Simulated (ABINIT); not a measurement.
**A GW chain in ABINIT: BP (F-43m)**

How does a plane-wave GW calculation on BP (F-43m) run from the first input to the gap?

Program: ABINIT 10.8.3. Level of theory: PBE and many-body steps on it, plane waves. Results are calculated unless marked as measured.

**1. The starting structure**

It takes space group F-43m (No. 216, cubic). Conventional cell: a = 4.538 Å, b = 4.538 Å, c = 4.538 Å, α = 90.00°, β = 90.00°, γ = 90.00°. Nearest to B lie 4 P at 1.97 Å. P has 4 B at 1.97 Å nearest. Farther neighbours are not listed.

Coordinates:

```cif
data_structure
_symmetry_space_group_name_H-M 'P 1'
_symmetry_Int_Tables_number 1
_cell_length_a 3.2089
_cell_length_b 3.2089
_cell_length_c 3.2089
_cell_angle_alpha 60.000
_cell_angle_beta 60.000
_cell_angle_gamma 60.000
_cell_volume 23.36
loop_
_atom_site_label
_atom_site_type_symbol
_atom_site_fract_x
_atom_site_fract_y
_atom_site_fract_z
_atom_site_occupancy
B1 B 0.00000 0.00000 0.00000 1
P2 P 0.25000 0.25000 0.25000 1
```

The cell and positions come from the Crystallography Open Database and are kept as given unless a step says otherwise.

**2. Ground state**

This step: ABINIT 10.8.3; DFT, PBE, plane waves, norm-conserving pseudopotentials.

The ground-state density comes first.

The input, run.abi:

```
acell 3*1.0 Angstrom
rprim 
  0.000000000000 2.269000000000 2.269000000000
  2.269000000000 0.000000000000 2.269000000000
  2.269000000000 2.269000000000 0.000000000000
ntypat 2
znucl 5 15
natom 2
typat 1 2
xred 
  0.000000000000 0.000000000000 0.000000000000
  0.250000000000 0.250000000000 0.250000000000
pp_dirpath "pseudos"
pseudos "B.upf, P.upf"
ecut 34
ngkpt 8 8 8
nshiftk 1
shiftk 0 0 0
kptopt 1
chksymbreak 0
nband 9
occopt 1
tolvrs 1e-10
nstep 60
prtwf 0
optforces 0
optstress 0
indata_prefix "in"
outdata_prefix "out"
tmpdata_prefix "tmp"
```

Run with:

```console
$ OMP_NUM_THREADS=1 mpirun -n 4 abinit run.abi > log
```

Numbers of over 12 decimals in the logs are rounded to 6 here.

The program printed:

```text
.Version 10.8.3 of ABINIT. v10.8.2 released Aug 2026.

 Symmetries : space group F-4 3 m (#216); Bravais cF (face-center cubic)
================================================================================
 Values of the parameters that define the memory need of the present run
     intxc =       0    ionmov =       0      iscf =       7    lmnmax =       6
     lnmax =       6     mgfft =      32  mpssoang =       3    mqgrid =    3001
     natom =       2  nloc_mem =       1    nspden =       1   nspinor =       1
    nsppol =       1      nsym =      24    n1xccc =    2501    ntypat =       2
    occopt =       1   xclevel =       2
-    mband =           9        mffmem =           1         mkmem =           8
       mpw =        1506          nfft =       32768          nkpt =          29
================================================================================
  Rough estimation (10% accuracy) of disk space for files :
================================================================================

--------------------------------------------------------------------------------
------------- Echo of variables that govern the present computation ------------
--------------------------------------------------------------------------------
 -outvars: echo values of preprocessed input variables --------
            acell      1.8897261259E+00  1.8897261259E+00  1.8897261259E+00 Bohr

      chksymbreak           0
             ecut      3.40000000E+01 Hartree
-          fftalg         312

              ixc     -101130
              kpt      0.00000000E+00  0.00000000E+00  0.00000000E+00
                       1.25000000E-01  0.00000000E+00  0.00000000E+00
                       2.50000000E-01  0.00000000E+00  0.00000000E+00
                       3.75000000E-01  0.00000000E+00  0.00000000E+00
                       5.00000000E-01  0.00000000E+00  0.00000000E+00
                       1.25000000E-01  1.25000000E-01  0.00000000E+00
                       2.50000000E-01  1.25000000E-01  0.00000000E+00
                       3.75000000E-01  1.25000000E-01  0.00000000E+00
                       5.00000000E-01  1.25000000E-01  0.00000000E+00
   [... 18 further rows ...]
                      -3.75000000E-01  5.00000000E-01  1.25000000E-01
                      -2.50000000E-01  5.00000000E-01  2.50000000E-01
         kptrlatt        8    0    0      0    8    0      0    0    8
          kptrlen      4.85107901E+01
P           mkmem           8
            natom           2
            nband           9
            ngfft          32      32      32
             nkpt          29
            nstep          60
             nsym          24
           ntypat           2
              occ      2.000000  2.000000  2.000000  2.000000  0.000000  0.000000
[...]
optforces           0
        optstress           0
            prtwf           0
            rprim      0.0000000000E+00  2.2690000000E+00  2.2690000000E+00
[...]
spgroup         216

           tolvrs      1.00000000E-10

             xred      0.0000000000E+00  0.0000000000E+00  0.0000000000E+00
[...]
znucl        5.00000   15.00000

================================================================================

 chkinp: Checking input parameters for consistency.

================================================================================
== DATASET  1 ==================================================================
-   mpi_nproc: 4, omp_nthreads: 1 (-1 if OMP is not activated)

--- !DatasetInfo
iteration_state: {dtset: 1, }
dimensions: {natom: 2, nkpt: 29, mband: 9, nsppol: 1, nspinor: 1, nspden: 1, mpw: 1506, }
cutoff_energies: {ecut:  34.0, pawecutdg:  -1.0, }
electrons: {nelect:   8.00000000E+00, charge:   0.00000000E+00, occopt:   1.00000000E+00, tsmear:   1.00000000E-02, }

 Real(R)+Recip(G) space primitive vectors, cartesian coordinates (Bohr,Bohr^-1):
 R(1)=  0.0000000  4.2877886  4.2877886  G(1)= -0.1166102  0.1166102  0.1166102
 R(2)=  4.2877886  0.0000000  4.2877886  G(2)=  0.1166102 -0.1166102  0.1166102
 R(3)=  4.2877886  4.2877886  0.0000000  G(3)=  0.1166102  0.1166102 -0.1166102
 Unit cell volume ucvol=  1.5766311E+02 bohr^3
 Angles (23,13,12)=  6.00000000E+01  6.00000000E+01  6.00000000E+01 degrees

 getcut: wavevector=  0.0000  0.0000  0.0000  ngfft=  32  32  32
         ecut(hartree)=     34.000   => boxcut(ratio)=   2.01047

--- Pseudopotential description ------------------------------------------------
- B Generated using ONCVPSP code by D. R. Hamann
-  5.00000   3.00000  171031                  znucl, zion, pspdat
12 -101130 1 -1 1534                          pspcod,pspxc,lmax,lloc,mmax
     nproj     2     2     0
  pspatm : epsatm=    3.38844616
         --- l  ekb(1:nproj) -->
[...]
pspatm: atomic psp has been read  and splines computed

- P Generated using ONCVPSP code by D. R. Hamann
- 15.00000   5.00000  171031                  znucl, zion, pspdat
12 -101130 2 -1 1298                          pspcod,pspxc,lmax,lloc,mmax
     nproj     2     2     2
  pspatm : epsatm=    8.05910421
         --- l  ekb(1:nproj) -->
[...]
2   -3.154982   -0.827415
 pspatm: atomic psp has been read  and splines computed

   9.15804030E+01                                ecore*ucvol(ha*bohr**3)
--------------------------------------------------------------------------------

_setup2: Arith. and geom. avg. npw (full set) are    1493.475    1493.449

================================================================================

--- !BeginCycle
iteration_state: {dtset: 1, }
solver: {iscf: 7, nstep: 60, nline: 4, wfoptalg: 0, }
tolerances: {tolvrs: 1.00E-10, }

     iter   Etot(hartree)      deltaE(h)  residm     vres2
 ETOT  1  -9.869870    -9.870E+00 5.216E-02 9.030E+01
 ETOT  2  -9.892252    -2.238E-02 4.815E-03 1.817E+01
 ETOT  3  -9.896686    -4.435E-03 5.351E-03 1.261E-01
 ETOT  4  -9.896710    -2.323E-05 7.433E-03 2.373E-03
 ETOT  5  -9.896710    -1.775E-07 5.378E-03 4.971E-05
 ETOT  6  -9.896710    -3.536E-09 2.331E-03 6.175E-07
 ETOT  7  -9.896710    -5.031E-11 7.999E-04 1.692E-08
 ETOT  8  -9.896710    -9.095E-13 1.683E-04 3.445E-10
 ETOT  9  -9.896710     2.363E-13 6.151E-05 1.548E-12

 At SCF step    9       vres2   =  1.55E-12 < tolvrs=  1.00E-10 =>converged.

--- !ResultsGS
iteration_state: {dtset: 1, }
comment   : Summary of ground state results
lattice_vectors:
- [  0.0000000,   4.2877886,   4.2877886, ]
- [  4.2877886,   0.0000000,   4.2877886, ]
- [  4.2877886,   4.2877886,   0.0000000, ]
lattice_lengths: [   6.06385,    6.06385,    6.06385, ]
lattice_angles: [ 60.000,  60.000,  60.000, ] # degrees, (23, 13, 12)
lattice_volume:   1.5766311E+02
convergence: {deltae:  2.363E-13, res2:  1.548E-12, residm:  6.151E-05, diffor:  0.000E+00, }
etotal    :  -9.89670974E+00
entropy   :   0.00000000E+00
fermie    :   2.67006735E-01
cartesian_stress_tensor: null
pressure_GPa: null
xred      :
- [  0.0000E+00,   0.0000E+00,   0.0000E+00,  B]
- [  2.5000E-01,   2.5000E-01,   2.5000E-01,  P]
cartesian_forces: null
force_length_stats: {min: null, max: null, mean: null, }

 Integrated electronic density in atomic spheres:
 ------------------------------------------------
 Atom  Sphere_radius  Integrated_density
    1        2.00000          2.70990900
    2        2.00000          2.92263652
================================================================================

 ----iterations are completed or convergence reached----

 Mean square residual over all n,k,spin=   47.057E-08; max=  61.505E-06
 reduced coordinates (array xred) for    2 atoms
       0.000000000000      0.000000000000      0.000000000000
       0.250000000000      0.250000000000      0.250000000000
 rms dE/dt=  0.0000E+00; max dE/dt=  0.0000E+00; dE/dt below (all hartree)
    1       0.000000000000      0.000000000000      0.000000000000
    2       0.000000000000      0.000000000000      0.000000000000

 cartesian coordinates (angstrom) at end:
    1      0.000000     0.000000     0.000000
    2      1.134500     1.134500     1.134500
 length scales=  1.889726125908  1.889726125908  1.889726125908 bohr
              =  1.000000000000  1.000000000000  1.000000000000 angstroms
 prteigrs : about to open file out_EIG
 Fermi (or HOMO) energy (hartree) =   0.26701   Average Vxc (hartree)=  -0.39956
 Eigenvalues (hartree) for nkpt=  29  k points:
 kpt#   1, nband=  9, wtk=  0.00195, kpt=  0.0000  0.0000  0.0000 (reduced coord)
  -0.30111    0.26701    0.26701    0.26701    0.39220    0.39220    0.39220    0.53740
   0.69048
 prteigrs : prtvol=0 or 1, do not print more k-points.

--- !EnergyTerms
iteration_state     : {dtset: 1, }
comment             : Components of total free energy in Hartree
kinetic             :  4.64395738634320E+00
hartree             :  6.30836753486013E-01
xc                  : -3.32226206940715E+00
Ewald energy        : -1.04916197636976E+01
psp_core            :  5.80861330051174E-01
local_psp           : -2.96903600272400E+00
non_local_psp       :  1.03055262904094E+00
total_energy        : -9.89670973690743E+00
total_energy_eV     : -2.69303191215349E+02
band_energy         :  2.27567509801296E-01

== END DATASET(S) ==============================================================
================================================================================

 -outvars: echo values of variables after computation  --------
           etotal     -9.8967097369E+00
            nband           9
             nkpt          29
          spgroup         216
 [... the other variables as echoed above ...]

 Calculation completed.
```

Elapsed: 3.3 s, on 4 MPI ranks of Intel Xeon 6975P-C (Granite Rapids), shared host; peak memory 0.29 GiB; 12 s of CPU time.

Numbers from this step:

```yaml
total_energy: -269.3032 eV
gap: 1.280 eV
k_of_the_valence_top: 0, 0, 0
k_of_the_conduction_bottom: 0.375, 0.375, 0
least_direct_gap: 3.407 eV
```

The gap is indirect, with the least direct gap 2.13 eV higher.

(Part 1 of 3 ends here.)

[Paths, hosts, dates, memory and timing lines, banners, echoed tables and standing remarks are left out of the program output.]

[Logs are printed without paths, hosts, clocks, repeated set-up lines and the standing remarks that a program may print on its own settings, such as how far it seeks lower states.]

[Runs of the session that timed out or met a known fault of the program may be left out.]

[Hosts, paths, dates, database ids (printed as entryN), source tags and the programs' standing remarks are cut or masked in the printed files.]

[G0W0 gaps are taken among the corrected bands and points alone; a level outside them can change the order at an edge.]

[Where Ansatz stands beside ABINIT at settings called matched, ABINIT's density can come from a denser mesh and the files from another edition; pairs whose starting gaps differed by over 0.03 eV were left out, so agreement reads better than it is.]
